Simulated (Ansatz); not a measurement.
Two G0W0 runs on Ti2CO2 (MXene monolayer).

The cell holds 5 atoms: 1 C, 2 Ti and 2 O. Its edges and angles: a = 3.010 Å, b = 3.010 Å, c = 32.100 Å, α = 90.0°, β = 90.0°, γ = 120.0°. It derives from C1O2Ti2. Vacuum lies along c.

```
C Ti O
1.0
     3.01028    0.00000    0.00000
    -1.50514    2.60698    0.00000
     0.00000    0.00000   32.10000
C Ti O
1 2 2
Direct
  0.00000 0.00000 0.50000
  0.33333 0.66667 0.54054
  0.66667 0.33333 0.45946
  0.66667 0.33333 0.56901
  0.33333 0.66667 0.43099
```

The structure was relaxed with PBE-D3(BJ). The runs that relaxed it are not among those shown.

The first (Ansatz 0.2.0; start PBE, 9×9×1 mesh, 335 empty bands, screening to 70 eV, PAW set soft_1 files; 1 × NVIDIA H100 80GB HBM3 (shared by 6 runs) with 3 threads of AMD EPYC 7R13 (Zen 3), shared host) gave, on its mesh: starting gap 0.32 eV, G0W0 gap 1.20 eV, mean of 1 + 4πα/V (set by the cell height) 5.51, 43 s.

The second changes empty bands from 335 to 133 and screening cutoff (eV) from 70.0 to 38. What does it give?

It gave: starting gap 0.32 eV, G0W0 gap 1.19 eV, mean of 1 + 4πα/V (set by the cell height) 5.51, 23 s. The G0W0 gap moves by −0.01 eV, +0.00 eV from the start and −0.01 eV from the correction. Σc changes by +0.28 eV at the valence top and +0.27 eV at the conduction bottom, and Σx − Vxc between them by +0.00 eV.

Limits: not at the basis limit; coarse mesh for a sheet.

[Paths, hosts, dates, memory and timing lines, banners, echoed tables and standing remarks are left out of the program output.]

[Logs are printed without paths, hosts, clocks, repeated set-up lines and the standing remarks that a program may print on its own settings, such as how far it seeks lower states.]

[Runs of the session that timed out or met a known fault of the program may be left out.]

[Cells called generated may have been cut or substituted from an entry of the Crystallography Open Database or the Materials Project.]

[Hosts, paths, dates, database ids (printed as entryN), source tags and the programs' standing remarks are cut or masked in the printed files.]
